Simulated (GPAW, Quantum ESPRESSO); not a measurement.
# Core-hole calculation of the Zn K edge in Zn (Zinc, P6_3/mmc)

Do two independent programs agree on the Zn K edge of Zn (Zinc, P6_3/mmc)? The same cell and functional are run with XSpectra and with GPAW.

Calculated with Quantum ESPRESSO 7.5; core-hole supercells, plane-wave PAW LDA (first program; GPAW 26.7.0 follows as the second).

An experiment to compare with: “High-accuracy transmission and fluorescence XAFS of zinc at 10 K, 50 K, 100 K and 150 K using the hybrid technique” (2023, pmc:9814049). X-ray absorption fine structure of zinc metal foils was measured at the Zn K-edge between 10 K and 150 K, simultaneously in transmission and fluorescence, with detailed correction of systematic errors. Interatomic distances, axial ratios and Debye-Waller factors were extracted from the spectra and compared with diffraction results. It reports Zn K-edge features by XANES on zinc metal, earlier measurement; the values are set beside the results at the end.

Report form: the programs' logs are mostly left out.

The database entry behind the starting cell differs from later determinations by our own check (about 0.3 % long), so it need not match the best structure at ambient conditions.

## Step 1: Starting point

Symmetry: P6_3/mmc, No. 194, hexagonal system. Conventional cell: a = 2.670 Å, b = 2.670 Å, c = 4.966 Å, α = 90.00°, β = 90.00°, γ = 120.00°. Nearest to Zn lie 12 Zn at 2.67 to 2.92 Å.

## Step 2: The field without a hole (Quantum ESPRESSO)

A plain self-consistent run shows whether there is a gap, which decides the set-up of the core-hole run.

The input, scf.in:

```
&control
   calculation='scf', prefix='x', pseudo_dir='../pp', outdir='tmp', tprnfor=.true.
/
&system
   ibrav=0, nat=2, ntyp=2, nbnd=16
   ecutwfc=62, ecutrho=410
   occupations='smearing', smearing='mv', degauss=0.015
/
&electrons
   conv_thr=2.0e-08, electron_maxstep=120
   mixing_beta=0.5
/
ATOMIC_SPECIES
Zn3 1.0 Zn.lda-dn-kjpaw.UPF
Zn 1.0 Zn.lda-dn-kjpaw.UPF
CELL_PARAMETERS angstrom
  2.67000000 0.00000000 0.00000000
  -1.33500000 2.31228783 0.00000000
  0.00000000 0.00000000 4.96600000
ATOMIC_POSITIONS crystal
Zn3  0.66666667 0.33333333 0.75000000
Zn   0.33333333 0.66666667 0.25000000
K_POINTS automatic
11 11 6 0 0 0
```

The input, Zn.lda-dn-kjpaw.ld1.in:

```
&input
   title='Zn', zed=30., rel=1, iswitch=3, dft='PZ',
   config='[Ar] 4s2 4p0.3 3d9.7'
/
&inputp
   file_pseudopw='Zn.lda-dn-kjpaw.UPF', author='',
   lpaw=.true.,
   pseudotype=3,
   lloc=-1,
   rcloc=1.9,
   which_augfun='PSQ',
   rmatch_augfun_nc=.true.,
   nlcc=.true.,
   new_core_ps=.true.,
   rcore=1.0,
   tm=.true.,
   lgipaw_reconstruction=.true., use_paw_as_gipaw=.true.
/
6
4S  1  0  2.00  0.00  1.20  2.20  0.0
4S  1  0  0.00  6.10  1.20  2.20  0.0
4P  2  1  0.30  0.00  1.20  2.20  0.0
4P  2  1  0.00  6.30  1.20  2.20  0.0
3D  3  2  9.70  0.00  1.20  1.70  0.0
3D  3  2  0.00 -0.80  1.20  1.70  0.0
```

Command:

```
$ OMP_NUM_THREADS=1 mpirun --oversubscribe --bind-to none -np 4 pw.x -nk 4 -in scf.in > scf.out
```

Wall time 3.5 s (4 MPI ranks of AMD EPYC 9R45, shared host); peak memory 0.09 GiB.

Absorbing atoms carry a label of their own (element plus a letter or digit), as the spectrum program needs them as separate species.

The mesh shows no gap, so the system is treated as a metal and the core electron is put at the Fermi level (neutral cell).

## Step 3: Spectrum without a core hole, Zn atom 1 (Quantum ESPRESSO)

This cheap baseline ignores the attraction of the hole: it shows the absorber's empty states as they are in the ground state.

The absorber has 6 Zn at 2.67 Å and 6 Zn at 2.92 Å (anticuboctahedral, as in hcp, site symmetry -6m2).

The input, xspectra.in:

```
&input_xspectra
   calculation='xanes_dipole', edge='K'
   prefix='x', outdir='tmp', xiabs=1, xe0=10.4446
   xonly_plot=.false., x_save_file='xanes.sav'
   xniter=3000, xcheck_conv=20, xerror=0.005
   xcoordcrys=.false., xepsilon(1)=1, xepsilon(2)=0, xepsilon(3)=0
/
&plot
   xnepoint=413, xemin=-10, xemax=45, terminator=.true., cut_occ_states=.true.
   xgamma=0.4
/
&pseudos
   filecore='../Zn.wfc'
/
&cut_occ
   cut_desmooth=0.1, cut_stepl=0.05, cut_stepu=0.05, cut_ierror=1e-5
/
10 10 5 0 0 0
```

Command:

```
$ OMP_NUM_THREADS=1 mpirun --oversubscribe --bind-to none -np 4 xspectra.x -nk 4 -in xspectra.in > xspectra.out
```

Wall time 20 s (4 MPI ranks); peak memory 0.09 GiB.

The core hole lives too briefly for so narrow a line (tabulated full width 1.7 eV). The run keeps xgamma small, and the tables are broadened afterwards: Lorentzian half width 0.83 eV up to 4 eV, rising linearly to 1.75 eV at 25 eV (not a setting of the program: the run's 0.4 eV curve was folded afterwards with a further Lorentzian).

The Zn K spectrum, Zn atom 1, no core hole (energy from the energy zero of the input (xe0, at the border of filled and empty states); intensity scaled to a mean of 1 over the first 20 eV; folded afterwards to Lorentzian half width 0.83 eV up to 4 eV, rising linearly to 1.75 eV at 25 eV; the points at xe0, where the cut of filled states can leave a spike, are interpolated; polarised curves are means over the symmetry-equivalent atoms):

```csv
E (eV),isotropic,ε ⊥ c,ε ∥ c
-2.0,0.09,0.09,0.10
-1.5,0.11,0.11,0.12
-1.0,0.14,0.13,0.15
-0.5,0.18,0.17,0.20
0.0,0.24,0.23,0.28
0.5,0.33,0.30,0.39
1.0,0.42,0.39,0.47
1.5,0.49,0.46,0.53
2.0,0.54,0.52,0.59
2.5,0.60,0.56,0.68
3.0,0.67,0.60,0.80
3.5,0.71,0.64,0.85
4.0,0.73,0.68,0.84
4.5,0.78,0.74,0.86
5.0,0.83,0.80,0.88
5.5,0.84,0.82,0.88
6.0,0.86,0.82,0.92
6.5,0.92,0.87,1.02
7.0,0.99,0.93,1.12
7.5,1.05,0.98,1.19
8.0,1.11,1.04,1.23
8.5,1.18,1.13,1.29
9.0,1.23,1.19,1.33
9.5,1.29,1.23,1.40
10.0,1.35,1.28,1.48
10.5,1.39,1.32,1.52
11.0,1.39,1.34,1.50
11.5,1.36,1.33,1.42
12.0,1.30,1.31,1.30
12.5,1.24,1.28,1.16
13.0,1.19,1.26,1.06
13.5,1.17,1.24,1.01
14.0,1.14,1.21,0.99
14.5,1.12,1.18,0.98
15.0,1.10,1.17,0.97
15.5,1.10,1.17,0.97
16.0,1.10,1.17,0.98
16.5,1.11,1.17,0.98
17.0,1.13,1.20,0.99
17.5,1.15,1.23,1.00
18.0,1.16,1.24,1.00
18.5,1.15,1.23,0.99
19.0,1.13,1.20,0.97
19.5,1.09,1.15,0.97
20.0,1.06,1.10,0.97
20.5,1.02,1.05,0.97
21.0,1.00,1.01,0.97
21.5,0.99,1.00,0.97
22.0,0.98,0.99,0.97
22.5,0.98,0.98,0.97
23.0,0.97,0.97,0.97
23.5,0.95,0.94,0.97
24.0,0.94,0.93,0.97
24.5,0.94,0.92,0.98
25.0,0.94,0.92,0.98
25.5,0.95,0.94,0.99
26.0,0.97,0.96,1.00
26.5,0.99,0.97,1.01
27.0,1.00,0.99,1.02
27.5,1.01,1.00,1.04
28.0,1.02,1.00,1.06
28.5,1.03,1.01,1.08
29.0,1.04,1.01,1.10
29.5,1.05,1.02,1.11
30.0,1.06,1.02,1.12
30.5,1.07,1.03,1.14
31.0,1.09,1.05,1.17
31.5,1.12,1.07,1.22
32.0,1.15,1.09,1.26
```

Main maxima below 30 eV (height): 10.8 eV (1.40) and 17.9 eV (1.16). A K edge sees empty p states on the absorber.

## Step 4: Supercell without a hole, the energy reference (Quantum ESPRESSO)

The photon energy needs a difference of total energies, so the cell and mesh of the coming hole run are first run without a hole.

The input, scf.in:

```
&control
   calculation='scf', prefix='x', pseudo_dir='../pp', outdir='tmp', tprnfor=.true.
/
&system
   ibrav=0, nat=14, ntyp=1, nbnd=104
   ecutwfc=62, ecutrho=410
   occupations='smearing', smearing='mv', degauss=0.015
/
&electrons
   conv_thr=1.4e-07, electron_maxstep=120
   mixing_beta=0.5
/
ATOMIC_SPECIES
Zn 1.0 Zn.lda-dn-kjpaw.UPF
CELL_PARAMETERS angstrom
  2.67000000 0.00000000 -4.96600000
  -4.00500000 -2.31228783 -4.96600000
  1.33500000 6.93686348 0.00000000
ATOMIC_POSITIONS crystal
Zn   0.76190476 0.48809524 0.94047619
Zn   0.33333333 0.91666667 0.08333333
Zn   0.90476190 0.34523810 0.22619048
Zn   0.04761905 0.20238095 0.51190476
Zn   0.47619048 0.77380952 0.36904762
Zn   0.19047619 0.05952381 0.79761905
Zn   0.61904762 0.63095238 0.65476190
Zn   0.80952381 0.94047619 0.20238095
Zn   0.38095238 0.36904762 0.34523810
Zn   0.95238095 0.79761905 0.48809524
Zn   0.09523810 0.65476190 0.77380952
Zn   0.52380952 0.22619048 0.63095238
Zn   0.23809524 0.51190476 0.05952381
Zn   0.66666667 0.08333333 0.91666667
K_POINTS automatic
5 5 4 0 0 0
```

Command:

```
$ OMP_NUM_THREADS=1 mpirun --oversubscribe --bind-to none -np 4 pw.x -nk 4 -in scf.in > scf.out
```

The job ended after 2.4 min (4 MPI ranks; peak memory 0.61 GiB; 9.5 min of CPU time).

Reference energy: -683206.040 eV with the cores included.

## Step 5: The atom with a core hole (Quantum ESPRESSO)

The frozen core must hold the hole, so the absorber gets a data set of its own.

The input, Zn.lda-dn-kjpaw-1sch.ld1.in:

```
&input
   title='Zn', zed=30., rel=1, iswitch=3, dft='PZ',
   config='1s1 2s2 2p6 3s2 3p6 4s2 4p1 3d10'
/
&inputp
   file_pseudopw='Zn.lda-dn-kjpaw-1sch.UPF', author='',
   lpaw=.true.,
   pseudotype=3,
   lloc=-1,
   rcloc=1.9,
   which_augfun='PSQ',
   rmatch_augfun_nc=.true.,
   nlcc=.true.,
   new_core_ps=.true.,
   rcore=1.0,
   tm=.true.,
   zval=13,
   lgipaw_reconstruction=.true., use_paw_as_gipaw=.true.
/
6
4S  1  0  2.00  0.00  1.08  2.20  0.0
4S  1  0  0.00  6.10  1.08  2.20  0.0
4P  2  1  1.00  0.00  1.08  2.20  0.0
4P  2  1  0.00  6.30  1.08  2.20  0.0
3D  3  2  10.00  0.00  1.08  1.70  0.0
3D  3  2  0.00  -0.80  1.08  1.70  0.0
```

Command:

```
$ ld1.x < Zn.lda-dn-kjpaw-1sch.ld1.in > Zn.lda-dn-kjpaw-1sch.ld1.out
```

It took 0.83 s on 1 MPI rank; peak memory 0.13 GiB.

Removing the core electron and adding it to the valence shell costs the free atom 9675.6 eV.

## Step 6: Supercell with XCH, Zn atom 1 (Quantum ESPRESSO)

The holes are 5.6 Å apart. The excited electron is kept in the cell, where it fills the lowest empty states and screens the hole.

scf.in: that of step 4 with these lines changed.

```diff
@@ -4,3 +4,3 @@
 &system
-   ibrav=0, nat=14, ntyp=1, nbnd=104
+   ibrav=0, nat=14, ntyp=2, nbnd=105
    ecutwfc=62, ecutrho=410
@@ -13,2 +13,3 @@
 ATOMIC_SPECIES
+Zn0 1.0 Zn.lda-dn-kjpaw-1sch.UPF
 Zn 1.0 Zn.lda-dn-kjpaw.UPF
@@ -19,3 +20,3 @@
 ATOMIC_POSITIONS crystal
-Zn   0.76190476 0.48809524 0.94047619
+Zn0  0.76190476 0.48809524 0.94047619
 Zn   0.33333333 0.91666667 0.08333333
```

Command:

```
$ OMP_NUM_THREADS=1 mpirun --oversubscribe --bind-to none -np 4 pw.x -nk 4 -in scf.in > scf.out
```

Elapsed: 3.3 min, on 4 MPI ranks; peak memory 0.61 GiB.

Energy with the hole: -673529.098 eV, cores included.

## Step 7: Spectrum with XCH, Zn atom 1 (Quantum ESPRESSO)

The Lanczos recursion gives the spectrum without computing empty bands; each polarisation needs a run of its own on the full k mesh. xe0 is set between filled and empty states, and states below it are cut, here at the Fermi level, which holds the excited electron. The file of filecore holds the core orbital, taken from the hole-free data set.

xspectra.in: that of step 3 with these lines changed.

```diff
@@ -2,3 +2,3 @@
    calculation='xanes_dipole', edge='K'
-   prefix='x', outdir='tmp', xiabs=1, xe0=10.4446
+   prefix='x', outdir='tmp', xiabs=1, xe0=10.7984
    xonly_plot=.false., x_save_file='xanes.sav'
@@ -17,2 +17,2 @@
 /
-10 10 5 0 0 0
+5 5 4 0 0 0
```

xspectra_1.in, as its differences from xspectra.in of step 7:

```diff
@@ -5,3 +5,3 @@
    xniter=3000, xcheck_conv=20, xerror=0.005
-   xcoordcrys=.false., xepsilon(1)=1, xepsilon(2)=0, xepsilon(3)=0
+   xcoordcrys=.false., xepsilon(1)=0, xepsilon(2)=1, xepsilon(3)=0
 /
```

xspectra_2.in, as its differences from xspectra_1.in of step 7:

```diff
@@ -5,3 +5,3 @@
    xniter=3000, xcheck_conv=20, xerror=0.005
-   xcoordcrys=.false., xepsilon(1)=0, xepsilon(2)=1, xepsilon(3)=0
+   xcoordcrys=.false., xepsilon(1)=0, xepsilon(2)=0, xepsilon(3)=1
 /
```

Command:

```
$ OMP_NUM_THREADS=1 mpirun --oversubscribe --bind-to none -np 4 xspectra.x -nk 4 -in xspectra.in > xspectra.out
```

It took 7 min on 4 MPI ranks; peak memory 0.25 GiB; 28 min of CPU time.

The Zn K spectrum, Zn atom 1, excited-electron core hole (neutral cell) (energy from the energy zero of the input (xe0, at the border of filled and empty states); intensity scaled to a mean of 1 over the first 20 eV; folded afterwards to Lorentzian half width 0.83 eV up to 4 eV, rising linearly to 1.75 eV at 25 eV; the points at xe0, where the cut of filled states can leave a spike, are interpolated; polarised curves are means over the symmetry-equivalent atoms):

```
E (eV)  isotropic  ε ⊥ c  ε ∥ c
 -2.00       0.12   0.11   0.14
 -1.25       0.16   0.15   0.19
 -0.50       0.26   0.23   0.33
  0.25       0.44   0.38   0.55
  1.00       0.59   0.53   0.71
  1.75       0.71   0.64   0.86
  2.50       0.84   0.75   1.00
  3.25       0.92   0.85   1.06
  4.00       0.93   0.88   1.03
  4.75       0.96   0.91   1.04
  5.50       1.05   1.01   1.13
  6.25       1.15   1.09   1.26
  7.00       1.19   1.13   1.31
  7.75       1.24   1.20   1.32
  8.50       1.32   1.29   1.38
  9.25       1.37   1.34   1.43
 10.00       1.32   1.32   1.32
 10.75       1.21   1.25   1.15
 11.50       1.10   1.16   0.98
 12.25       1.02   1.09   0.88
 13.00       0.98   1.05   0.84
 13.75       0.97   1.05   0.82
 14.50       0.97   1.04   0.82
 15.25       0.96   1.02   0.83
 16.00       0.96   1.01   0.85
 16.75       0.97   1.03   0.87
 17.50       0.98   1.04   0.88
 18.25       0.97   1.02   0.87
 19.00       0.92   0.96   0.86
 19.75       0.87   0.88   0.84
 20.50       0.83   0.83   0.84
 21.25       0.83   0.81   0.85
 22.00       0.83   0.81   0.87
 22.75       0.84   0.81   0.88
 23.50       0.84   0.82   0.88
 24.25       0.84   0.82   0.88
 25.00       0.85   0.83   0.90
 25.75       0.87   0.84   0.91
 26.50       0.88   0.86   0.93
 27.25       0.90   0.88   0.95
 28.00       0.92   0.89   0.99
 28.75       0.95   0.91   1.02
 29.50       0.96   0.93   1.04
 30.25       0.99   0.95   1.07
 31.00       1.02   0.97   1.11
 31.75       1.05   0.99   1.15
```

Main maxima below 30 eV (height): 9.2 eV (1.37) and 17.4 eV (0.98). 

The total-energy difference is 9676.94 eV. One term is added: -30.82 eV, since the hole is spin-paired here and a spin-polarised one costs that much less in the free atom (computed apart). The photon energy is then 9646.12 eV. The tabulated edge of the element is 9659 eV. The functional leaves an error in such absolute values: in the free atom LDA prices this hole 19.1 eV below PBE (computed apart), and PBE is itself good to a few eV.

## Step 8: The field without a hole (GPAW)

The second program starts from its own ground state, on the same cell and functional.

The input, scf.py:

```python
import numpy as np
from ase import Atoms
from ase.parallel import parprint, paropen
from gpaw import GPAW, PW, FermiDirac, Mixer, MixerDif, setup_paths
from gpaw.test import gen
setup_paths.insert(0, '.')
gen('Zn', name='nch1s', xcname='LDA', corehole=(1, 0, 0), write_xml=True)
from gpaw.mpi import world
world.barrier()

atoms = Atoms('Zn2',
    cell=[[2.67, 0, 0],
     [-1.335, 2.31228783, 0],
     [0, 0, 4.966]],
    scaled_positions=[[0.66666667, 0.33333333, 0.75],
     [0.33333333, 0.66666667, 0.25]],
    pbc=True)
atoms.calc = calc = GPAW(legacy_gpaw=True, mode=PW(500, force_complex_dtype=True), xc='LDA', setups={0: 'nch1s'},
    kpts={'size': (11, 11, 5), 'gamma': True}, occupations=FermiDirac(0.05),
    charge=0, mixer=Mixer(0.1, 5, 50), maxiter=150,
    convergence={'density': 0.0001, 'eigenstates': 1e-6}, txt='scf.txt')
energy = atoms.get_potential_energy() + calc.get_reference_energy()
ef = calc.get_fermi_level()
out = dict(energy=energy, fermi=ef, forces=atoms.get_forces().tolist())
parprint(f'all-electron energy {energy:.4f} eV, Fermi level {ef:.4f} eV')
ev = np.array([[calc.get_eigenvalues(k, s) for k in range(len(calc.get_ibz_k_points()))] for s in range(calc.get_number_of_spins())])
out['homo'], out['lumo'], out['counts'] = ev[ev < ef].max(), ev[ev > ef].min(), sorted(set((ev < ef).sum((0, 2)).tolist()))
out['filled'] = (ev[:, 0] < ef).sum(1).tolist()
import json
with paropen('out.json', 'w') as f:
    json.dump(out, f)
```

Command:

```
$ OMP_NUM_THREADS=1 mpirun -n 4 gpaw python scf.py
```

The job ended after 4.3 s (4 MPI ranks; peak memory 0.18 GiB).

The mesh shows no gap, so the system is treated as a metal and the core electron is put at the Fermi level (neutral cell).

## Step 9: Spectrum without a core hole, Zn atom 1 (GPAW)

This cheap baseline ignores the attraction of the hole: it shows the absorber's empty states as they are in the ground state. The data set with a hole of occupation 0 only carries the core orbital.

The input, xas.py:

```python
import numpy as np
from ase import Atoms
from ase.parallel import parprint, paropen
from gpaw import GPAW, PW, FermiDirac, Mixer, MixerDif, setup_paths
from gpaw.test import gen
setup_paths.insert(0, '.')
gen('Zn', name='nch1s', xcname='LDA', corehole=(1, 0, 0), write_xml=True)
from gpaw.mpi import world
world.barrier()

atoms = Atoms('Zn2',
    cell=[[2.67, 0, 0],
     [-1.335, 2.31228783, 0],
     [0, 0, 4.966]],
    scaled_positions=[[0.66666667, 0.33333333, 0.75],
     [0.33333333, 0.66666667, 0.25]],
    pbc=True)
atoms.calc = calc = GPAW(legacy_gpaw=True, mode=PW(500, force_complex_dtype=True), xc='LDA', setups={0: 'nch1s'},
    kpts={'size': (14, 14, 7), 'gamma': True}, occupations=FermiDirac(0.1),
    charge=0, mixer=Mixer(0.1, 5, 50), maxiter=150,
    convergence={'density': 0.0001, 'eigenstates': 1e-6}, txt='scf.txt')
energy = atoms.get_potential_energy() + calc.get_reference_energy()
ef = calc.get_fermi_level()
out = dict(energy=energy, fermi=ef, forces=atoms.get_forces().tolist())
parprint(f'all-electron energy {energy:.4f} eV, Fermi level {ef:.4f} eV')
ev = np.array([[calc.get_eigenvalues(k, s) for k in range(len(calc.get_ibz_k_points()))] for s in range(calc.get_number_of_spins())])
out['homo'], out['lumo'], out['counts'] = ev[ev < ef].max(), ev[ev > ef].min(), sorted(set((ev < ef).sum((0, 2)).tolist()))
out['filled'] = (ev[:, 0] < ef).sum(1).tolist()

from ase.units import Ha
from gpaw.xas import dipole_matrix_elements
nb = int(calc.get_number_of_electrons() / 2) + 22
top = nb
nscf = calc.fixed_density(kpts={'size': (9, 9, 4), 'gamma': True},
    convergence={'eigenstates': 1.0}, txt='nscf.txt')
nscf.diagonalize_full_hamiltonian(nbands=nb)
cell = atoms.cell.array
ops = [cell.T @ U.T @ np.linalg.inv(cell.T) for U in nscf.wfs.kd.symmetry.op_scc]
E = np.arange(-25, 34, 0.1)
fwhm = np.interp(E, [4, 25], [1.67, 3.5])
Y, X, zero, highest = 0, 0, 1e9, 1e9
for spin in range(nscf.get_number_of_spins()):
    wfs = nscf.wfs
    mine = wfs.bd.get_slice()  # this rank's bands
    A = dipole_matrix_elements(wfs.setups[0])
    eps = np.zeros((wfs.kd.nibzkpts, nb))
    d = np.zeros((3, A.shape[1], wfs.kd.nibzkpts, nb), complex)
    for kpt in wfs.kpt_u:
        if kpt.s == spin and 0 in kpt.P_ani:
            eps[kpt.k, mine] = kpt.eps_n * Ha
            d[:, :, kpt.k, mine] = (kpt.weight * wfs.nspins / 2) ** 0.5 * np.inner(A, kpt.P_ani[0])
    world.sum(eps)
    world.sum(d)
    T = np.einsum('amkn,bmkn->abkn', d, d.conj()).real
    T = sum(np.einsum('ai,ijkn,bj->abkn', R, T, R) for R in ops) / len(ops)
    empty = eps > ef
    zero, highest = min(zero, eps[empty].min()), min(highest, eps[:, top - 1].min())
    lines = [(eps, T, empty)] if spin == 0 else lines + [(eps, T, empty)]
for eps, T, empty in lines:
    f = np.einsum('aakn->akn', T).reshape(3, -1)
    x = eps.ravel() - zero
    w = np.interp(x, E, fwhm) / 2.35482
    g = np.exp(-0.5 * ((E[:, None] - x) / w) ** 2) / (w * (2 * np.pi) ** 0.5)
    Y = Y + (f * empty.ravel()) @ g.T
    X = X + (f * ~empty.ravel()) @ g.T
out.update(E=E.round(2).tolist(), xas=Y.tolist(), xes=X.tolist(), zero=zero, valid=highest - zero, nk=len(eps), nb=nb)
for i in range(0, len(E), 10):
    parprint(f'{E[i]:7.2f}', *(f'{v:10.3e}' for v in Y[:, i]))
import json
with paropen('out.json', 'w') as f:
    json.dump(out, f)
```

Command:

```
$ OMP_NUM_THREADS=1 mpirun -n 4 gpaw python xas.py
```

Run time: 10 s. Hardware: 4 MPI ranks; peak memory 0.26 GiB; 39 s of CPU time.

The Zn K spectrum, Zn atom 1, no core hole (energy from the lowest empty level; intensity scaled to a mean of 1 over the first 20 eV; polarised curves are means over the symmetry-equivalent atoms):

| E (eV) | isotropic | ε ⊥ c | ε ∥ c |
| --- | --- | --- | --- |
| -2.00 | 0.00 | 0.00 | 0.00 |
| -1.25 | 0.05 | 0.06 | 0.03 |
| -0.50 | 0.23 | 0.26 | 0.17 |
| 0.25 | 0.43 | 0.45 | 0.39 |
| 1.00 | 0.50 | 0.45 | 0.60 |
| 1.75 | 0.54 | 0.47 | 0.68 |
| 2.50 | 0.60 | 0.54 | 0.71 |
| 3.25 | 0.73 | 0.69 | 0.82 |
| 4.00 | 0.80 | 0.76 | 0.88 |
| 4.75 | 0.77 | 0.74 | 0.84 |
| 5.50 | 0.83 | 0.76 | 0.95 |
| 6.25 | 0.90 | 0.81 | 1.09 |
| 7.00 | 0.98 | 0.92 | 1.10 |
| 7.75 | 1.10 | 1.09 | 1.14 |
| 8.50 | 1.23 | 1.20 | 1.31 |
| 9.25 | 1.39 | 1.28 | 1.60 |
| 10.00 | 1.52 | 1.36 | 1.84 |
| 10.75 | 1.52 | 1.41 | 1.74 |
| 11.50 | 1.36 | 1.36 | 1.37 |
| 12.25 | 1.18 | 1.27 | 0.99 |
| 13.00 | 1.08 | 1.21 | 0.83 |
| 13.75 | 1.05 | 1.15 | 0.85 |
| 14.50 | 1.02 | 1.09 | 0.88 |
| 15.25 | 0.99 | 1.05 | 0.88 |
| 16.00 | 1.00 | 1.06 | 0.88 |
| 16.75 | 1.05 | 1.12 | 0.90 |
| 17.50 | 1.10 | 1.20 | 0.91 |
| 18.25 | 1.12 | 1.23 | 0.90 |
| 19.00 | 1.06 | 1.15 | 0.86 |
| 19.75 | 0.94 | 1.00 | 0.83 |
| 20.50 | 0.85 | 0.87 | 0.81 |
| 21.25 | 0.81 | 0.81 | 0.83 |
| 22.00 | 0.82 | 0.81 | 0.86 |
| 22.75 | 0.84 | 0.82 | 0.87 |
| 23.50 | 0.83 | 0.81 | 0.86 |
| 24.25 | 0.80 | 0.78 | 0.84 |
| 25.00 | 0.79 | 0.77 | 0.83 |
| 25.75 | 0.79 | 0.77 | 0.83 |
| 26.50 | 0.80 | 0.79 | 0.83 |
| 27.25 | 0.81 | 0.80 | 0.84 |
| 28.00 | 0.83 | 0.82 | 0.84 |
| 28.75 | 0.85 | 0.84 | 0.86 |

Main maxima below 28 eV (height): 4.0 eV (0.80), 10.4 eV (1.54) and 18.0 eV (1.12). 

The same matrix elements for filled bands give the Zn K emission of Zn atom 1 (ground-state approximation; energy from the lowest empty level, largest value 1):

| E (eV) | emission |
| --- | --- |
| -24.00 | 0.00 |
| -23.25 | 0.00 |
| -22.50 | 0.00 |
| -21.75 | 0.00 |
| -21.00 | 0.00 |
| -20.25 | 0.00 |
| -19.50 | 0.00 |
| -18.75 | 0.00 |
| -18.00 | 0.00 |
| -17.25 | 0.00 |
| -16.50 | 0.00 |
| -15.75 | 0.00 |
| -15.00 | 0.00 |
| -14.25 | 0.00 |
| -13.50 | 0.00 |
| -12.75 | 0.00 |
| -12.00 | 0.00 |
| -11.25 | 0.00 |
| -10.50 | 0.01 |
| -9.75 | 0.06 |
| -9.00 | 0.18 |
| -8.25 | 0.34 |
| -7.50 | 0.34 |
| -6.75 | 0.26 |
| -6.00 | 0.28 |
| -5.25 | 0.38 |
| -4.50 | 0.47 |
| -3.75 | 0.58 |
| -3.00 | 0.75 |
| -2.25 | 0.97 |
| -1.50 | 0.90 |
| -0.75 | 0.49 |
| 0.00 | 0.16 |
| 0.75 | 0.03 |
| 1.50 | 0.00 |
| 2.25 | 0.00 |
| 3.00 | 0.00 |

Emission maxima: -7.8 eV (0.36) and -2.0 eV (1.00).

(Continued in part 2 of 2.)

[Logs are printed without paths, hosts, clocks, repeated set-up lines and the standing remarks that a program may print on its own settings, such as how far it seeks lower states.]

[Hosts, paths, dates, database ids (printed as entryN), source tags and the programs' standing remarks are cut or masked in the printed files.]

[Lists of maxima count a maximum above −3 eV only where it reaches 4 % of the highest in the window and stands out from its surroundings by 2 % of it (1.5 % where it reaches 55 %); shoulders and weaker maxima are passed over, and of the rest the first, up to two pre-edge ones and the few strongest are named.]
